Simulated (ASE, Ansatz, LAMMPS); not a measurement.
# 60-degree dislocation dipole in a C-Si solid solution (shuffle set) (120 atoms): geometry optimisation

Wanted: the relaxed structure of 60-degree dislocation dipole in a C-Si solid solution (shuffle set) (120 atoms) and its electronic structure.

Main program and level: Ansatz 0.2.0; Kohn-Sham DFT, PBE, PAW (set soft_2), plane waves.

## (1) Set-up

The cell holds 120 atoms: 104 C and 16 Si. Its edges and angles: a = 23.330 Å, b = 13.266 Å, c = 2.694 Å, α = 92.9°, β = 90.0°, γ = 85.0°. It derives from C and Si. Diamond-structure C lattice (a = 3.8098 Å, the value set for the mixture), x, y, z along [11-2], [111], [1-10], 5 x 2 x 1 period; two opposite 60-degree dislocations along z, half a cell apart on one glide plane, laid by the isotropic elastic field summed over images, cell tilted by half the Burgers vector; 16 of 120 C sites given to Si at random (lattice constant by Vegard's rule between C and Si); minimised with a classical potential.

Limits known from the start: The cell is under 6 Å thick along one periodic direction, so every atom has periodic images of itself close by, which move with it and show among its neighbours and in g(r). The host structure and its lattice constant were typed by rule, without a check against the phase diagram.

## (2) Single point at the start

The forces at the start show how far the geometry lies from a minimum of this functional.

Contents of input.yaml:

```yaml
crystal:
  lattice:
    - [23.33017, 0.0, 0.0]
    - [1.1665, 13.21471, 0.0]
    - [0.0, -0.1373, 2.69043]
  atoms:
    - { symbol: C, position: [0.89838, 0.98886, 0.61338] }
    - { symbol: C, position: [0.89932, 0.1039, 0.62159] }
    - { symbol: C, position: [0.95432, 0.15198, 0.61153] }
    - { symbol: C, position: [0.9535, 0.29184, 0.60282] }
    [... 110 atom lines left out ...]
    - { symbol: C, position: [0.04917, 0.65423, 0.0932] }
    - { symbol: C, position: [0.05371, 0.77105, 0.09147] }
    - { symbol: C, position: [0.11878, 0.78362, 0.08083] }
    - { symbol: Si, position: [0.12648, 0.92022, 0.08319] }
    - { symbol: C, position: [0.02371, 0.81834, 0.59575] }
    - { symbol: C, position: [0.02121, 0.9438, 0.59994] }
kpoints:
  mp_grid: { grid: [1, 1, 6] }
hamiltonian:
  xc: pbe
scf:
  occupations: { method: fermi_dirac, width: 0.025 }
output:
  forces: true
```

Command:

```console
$ ansatz run input.yaml --threads 4 --pin off --max-ram 8192MiB --backend cpu --events-out ev --progress --plain --runs-dir out
```

It took 83 s on 4 threads of Arm Neoverse V1, shared host; peak memory 4.3 GiB.

The run gave:

```
free energy            : -36184.1887 eV
free energy per atom   : -301.5349 eV/atom
SCF cycles             : 12
r.m.s. force component : 1.058 eV/Å
longest force          : 4.648 eV/Å
Fermi energy           : 13.54 eV
```

The r.m.s. force component of 1.1 eV/Å sets the starting point.

Length of the force by element:

```
element  coordination  atoms  mean length of the force (eV/Å)  spread   least  most
      C           all    104                             1.40    1.05  0.0952  4.16
     Si           all     16                             2.09   0.956   0.633  4.65
```

## (3) Relaxation

With the cell held, the atoms are moved downhill towards a nearby minimum.

Edit input.yaml of step 2 so:

```diff
@@ -15 +15,4 @@
   forces: true
+relax:
+  f_tol: 0.05
+  max_steps: 81
```

Run time: 41 min. Hardware: 4 threads; peak memory 4.4 GiB; 1.9 h of CPU time.

Relaxation path (22 of 25):

| step | energy less that of the first step (eV) | largest force component (eV/Å) |
| --- | --- | --- |
| 1 | 0.0000 | 4.6049 |
| 2 | -6.0772 | 2.3394 |
| 3 | -7.7948 | 2.2364 |
| 4 | -8.7078 | 1.2557 |
| 6 | -9.6645 | 0.8250 |
| 7 | -10.0571 | 0.8693 |
| 8 | -10.4278 | 1.5918 |
| 9 | -10.9852 | 2.5407 |
| 10 | -12.1503 | 2.1490 |
| 11 | -12.7067 | 2.2662 |
| 12 | -13.3597 | 1.0361 |
| 14 | -13.2202 | 1.2848 |
| 15 | -13.8522 | 0.5153 |
| 16 | -13.9167 | 0.9987 |
| 17 | -13.9566 | 0.4598 |
| 18 | -13.7874 | 0.6747 |
| 19 | -13.9765 | 0.1036 |
| 20 | -13.9295 | 0.3949 |
| 22 | -13.9729 | 0.1560 |
| 23 | -13.9803 | 0.0623 |
| 24 | -13.9796 | 0.0817 |
| 25 | -13.9805 | 0.0091 |

Relaxation steps 14, 18, 20, 22, 24 were tried and not accepted.

The atoms that moved most (Å):

```csv
atom,dx,dy,dz,length
C35,0.805,0.585,0.158,1.008
C6,0.179,0.871,0.001,0.889
Si7,-0.402,-0.786,-0.021,0.883
C27,0.733,0.152,-0.285,0.801
C26,-0.401,0.511,0.327,0.727
C13,0.098,0.663,0.026,0.670
C25,0.046,0.562,0.177,0.591
C39,-0.337,0.424,0.219,0.584
```

The relaxation changed the energy by -117 meV/atom, and atoms moved by 0.32 Å r.m.s., 1.0 Å at most.

## (4) Structure statistics after relaxation

Density 3.40 g/cm³, 6.912 Å³ an atom.

g(r), total and by pair (bins of 0.1 Å):

| r (Å) | total | C-C | C-Si | Si-Si |
| --- | --- | --- | --- | --- |
| 1.35 | 0.00 | 0.00 | 0.00 | 0.00 |
| 1.45 | 0.48 | 0.63 | 0.00 | 0.00 |
| 1.55 | 3.56 | 4.74 | 0.00 | 0.00 |
| 1.65 | 2.33 | 3.10 | 0.00 | 0.00 |
| 1.75 | 1.09 | 0.12 | 4.33 | 0.00 |
| 1.85 | 0.52 | 0.04 | 2.11 | 0.00 |
| 1.95 | 0.10 | 0.03 | 0.32 | 0.00 |
| 2.05 | 0.02 | 0.00 | 0.09 | 0.00 |
| 2.15 | 0.08 | 0.00 | 0.09 | 3.32 |
| 2.25 | 0.05 | 0.05 | 0.08 | 0.00 |
| 2.35 | 0.26 | 0.28 | 0.14 | 0.91 |
| 2.45 | 0.94 | 1.11 | 0.46 | 0.00 |
| 2.55 | 2.23 | 2.61 | 1.09 | 0.81 |
| 2.65 | 3.51 | 3.89 | 1.58 | 12.30 |
| 2.75 | 1.09 | 0.65 | 2.58 | 0.69 |
| 2.85 | 0.86 | 0.81 | 0.98 | 1.27 |
| 2.95 | 1.27 | 1.39 | 0.96 | 0.58 |
| 3.05 | 1.76 | 2.04 | 0.98 | 0.00 |
| 3.15 | 1.83 | 1.84 | 1.96 | 0.00 |
| 3.25 | 0.70 | 0.58 | 1.13 | 0.00 |
| 3.35 | 0.65 | 0.47 | 1.13 | 2.30 |
| 3.45 | 0.38 | 0.28 | 0.63 | 1.31 |
| 3.55 | 0.40 | 0.38 | 0.41 | 1.21 |
| 3.65 | 0.50 | 0.53 | 0.42 | 0.38 |
| 3.75 | 0.63 | 0.69 | 0.51 | 0.00 |
| 3.85 | 0.82 | 0.90 | 0.59 | 0.69 |
| 3.95 | 0.96 | 1.02 | 0.71 | 1.97 |
| 4.05 | 0.90 | 0.88 | 0.94 | 1.26 |
| 4.15 | 1.21 | 1.21 | 1.26 | 0.60 |
| 4.25 | 0.66 | 0.59 | 0.84 | 1.14 |
| 4.35 | 0.78 | 0.85 | 0.55 | 1.10 |
| 4.45 | 1.09 | 1.19 | 0.76 | 1.05 |
| 4.55 | 1.61 | 1.72 | 1.30 | 0.74 |
| 4.65 | 1.46 | 1.47 | 1.47 | 1.19 |
| 4.75 | 1.30 | 1.23 | 1.55 | 1.37 |
| 4.85 | 1.22 | 1.21 | 1.28 | 0.87 |
| 4.95 | 0.98 | 0.97 | 0.99 | 1.27 |
| 5.05 | 0.77 | 0.73 | 0.93 | 0.20 |
| 5.15 | 0.81 | 0.79 | 0.88 | 0.78 |
| 5.25 | 0.84 | 0.83 | 0.82 | 1.31 |
| 5.35 | 1.34 | 1.43 | 0.86 | 3.58 |
| 5.45 | 0.99 | 0.99 | 0.99 | 1.04 |
| 5.55 | 1.08 | 1.08 | 1.13 | 0.51 |
| 5.65 | 1.10 | 1.18 | 0.82 | 1.29 |

## (5) Single point at the relaxed geometry

One more single point at the end of the walk gives the fuller output and checks the residual forces.

Contents of input.yaml:

```yaml
crystal:
  lattice:
    - [23.33017, 0.0, 0.0]
    - [1.1665, 13.21471, 0.0]
    - [0.0, -0.1373, 2.69043]
  atoms:
    - { symbol: C, position: [0.90179, 0.9704, 0.60504] }
    - { symbol: C, position: [0.89413, 0.09285, 0.61933] }
    - { symbol: C, position: [0.95127, 0.13839, 0.60346] }
    - { symbol: C, position: [0.95055, 0.27587, 0.59306] }
    [... 110 atom lines left out ...]
    - { symbol: C, position: [0.05093, 0.63515, 0.08373] }
    - { symbol: C, position: [0.05549, 0.75382, 0.08832] }
    - { symbol: C, position: [0.12079, 0.77222, 0.0866] }
    - { symbol: Si, position: [0.12507, 0.9088, 0.07644] }
    - { symbol: C, position: [0.02519, 0.80151, 0.58837] }
    - { symbol: C, position: [0.0227, 0.92743, 0.59488] }
kpoints:
  mp_grid: { grid: [1, 1, 6] }
hamiltonian:
  xc: pbe
scf:
  occupations: { method: fermi_dirac, width: 0.025 }
output:
  forces: true
  stress: true
  populations: intrinsic
  dos:
    method: { smearing: { sigma: 0.08 } }
    de: 0.1
    projected: { site_lists: { C: [C], Si: [Si] } }
  eigenvalues: true
  write_density: true
  write_potential: true
  volumetric_format: npy
```

The job ended after 2.6 min (4 threads; peak memory 4.3 GiB).

Numbers from this run:

```yaml
free_energy: -36198.1692 eV
free_energy_per_atom: -301.6514 eV/atom
scf_cycles: 11
pressure: 6.62 GPa
r_m_s_force_component: 0.00275 eV/Å
longest_force: 0.01254 eV/Å
fermi_energy: 13.1 eV
levels_partly_filled_by_over_2_per_cent: 2
```

Intrinsic-atomic-orbital charges by element:

```
element  coordination  atoms  mean charge (e)  spread   least    most
      C           all    104           -0.145   0.219  -0.672  0.0451
     Si           all     16            0.946   0.182   0.485    1.18
```

States in the cell by windows of 1 eV, zero at the Fermi level; the larger projections on atomic orbitals stand beside the total:

```csv
from (eV),to (eV),total,C p,C s,Si p
-14,-13,16.6,7.9,7.0,0.9
-13,-12,23.3,14.1,7.0,1.2
-12,-11,23.7,14.4,6.8,1.4
-11,-10,20.7,13.3,5.2,1.2
-10,-9,26.4,19.6,4.1,1.3
-9,-8,34.4,27.5,3.8,1.9
-8,-7,37.6,31.2,3.2,2.0
-7,-6,43.4,37.0,2.8,2.4
-6,-5,41.7,36.0,2.1,2.6
-5,-4,38.3,32.7,1.6,3.1
-4,-3,29.7,24.3,1.1,3.6
-3,-2,22.5,17.5,0.8,3.5
-2,-1,11.5,8.7,0.3,2.1
-1,0,8.6,6.6,0.5,1.2
0,1,5.5,3.7,0.5,0.8
1,2,8.6,3.3,1.9,2.1
2,3,15.7,6.9,4.2,2.5
3,4,24.5,10.8,5.8,4.0
4,5,37.1,18.3,7.8,4.8
```

The curve was stored every 0.10 eV, coarse against its broadening of 0.08 eV, so these counts are rough.

Between -22 and -14 eV lie 102 more states.

The levels nearest the highest filled one (over half full), pooled over k-points and spins:

| level less the highest filled one (eV) | occupation |
| --- | --- |
| -0.421 | 2 |
| -0.236 | 2 |
| -0.212 | 2 |
| -0.0985 | 2.00 |
| -0.0876 | 1.99 |
| 0 | 1.78 |
| 0.107 | 0.2 |
| 0.169 | 0.018 |
| 0.227 | 0.002 |
| 0.250 | 0.001 |
| 0.275 | 0 |
| 0.345 | 0 |

Mean intrinsic-atomic-orbital charges: C -0.15, Si +0.95 e. Within 0.4 eV of the Fermi level the largest share is C p (77 % of the projected weight).

## (6) Results

- energy change in the relaxation: -116.5 meV/atom
- r.m.s. displacement: 0.319 Å
- largest displacement: 1.008 Å
- free energy per atom: -301.6514 eV/atom
- density: 3.4 g/cm³
- pressure: 6.62 GPa
- r.m.s. force component: 0.00275 eV/Å
- wall time of the 3 DFT runs: 45 min

Relaxation lowers the energy by 117 meV/atom and moves atoms by 0.32 Å r.m.s.; the r.m.s. force component goes from 1.1 to 0.0027 eV/Å. From the first step to the last the energy fell by 13.981 eV, and the largest move was 1.01 Å (C35). 2 levels are partly filled, by over 2 % (on the run's k-points): no clear gap opens at this level. Levels of broken or missing bonds inside a gap of the host would look the same.

**Limits.** The stress is far from hydrostatic: its diagonal is 19.0, 9.4, -8.6 GPa, compression counted positive. The pressure of 6.6 GPa says that the cell would expand at this level of theory.

[Logs are printed without paths, hosts, clocks, repeated set-up lines and the standing remarks that a program may print on its own settings, such as how far it seeks lower states.]

[Hosts, paths, dates, database ids (printed as entryN), source tags and the programs' standing remarks are cut or masked in the printed files.]
